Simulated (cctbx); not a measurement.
# Ta5As4Os4 across an absorption edge

Space group I4/m (no. 87), a = 10.1640 Å, b = 10.1640 Å, c = 3.6150 Å, α = 90.00°, β = 90.00°, γ = 90.00°.

```csv
atom,mult.,x,y,z,Ueq (Å²)
Os1,8,0.0932,0.3875,0,0.0037
Ta1,2,0,0,1/2,0.0035
Ta2,8,0.6979,0.6315,1/2,0.0050
As1,8,0.9419,0.7422,1/2,0.0102
```

This is a model crystal, built by substitution and not relaxed, with assumed displacement parameters.

Calculated with cctbx: free-atom f′ and f″ from the Sasaki tables, no fine structure; amplitudes in electrons.

```
E (eV)  F 2 4 0  F 3 3 0  F 1 2 1  F 0 2 0
  9281     82.4    347.1     80.7     23.2
  9631     83.5    334.3     71.7     24.8
  9761     85.1    323.8     63.4     26.6
  9821     86.9    313.7     55.2     28.4
  9851     89.0    303.6     46.6     30.4
  9866     91.1    293.5     38.1     32.5
  9873     93.0    284.6     30.5     34.3
  9877     95.1    275.3     22.7     36.2
  9885     95.9    278.1     49.8     37.8
  9889     93.1    290.0     54.4     35.2
  9896     90.7    300.1     59.5     33.1
  9911     88.2    310.9     65.9     30.7
  9941     85.5    321.5     72.9     28.4
 10031     81.8    334.7     82.6     25.1
 10281     76.1    348.7     94.7     20.7
```

**Question.** Which edge is crossed, and why do the reflections move as they do?

The L3 edge of Ta. The edge is at 9881 eV. f′ of Ta falls from -12.1 e at 9761 eV to -18.9 e at 4 eV below it, and f″ steps from 3.79 to 10.49 e across it. Over that approach |F| changes by +12 % (2 4 0), -15 % (3 3 0), -64 % (1 2 1) and +36 % (0 2 0): a reflection falls where Ta scatters in phase with the total and rises where it scatters against it; it hardly moves where the Ta term is small or cancels by symmetry. Above the edge the larger f″ enters the imaginary part, where it can add to or cancel the other atoms' f″. The structure is centrosymmetric, so Friedel mates stay equal.

[Logs are printed without paths, hosts, clocks, repeated set-up lines and the standing remarks that a program may print on its own settings, such as how far it seeks lower states.]
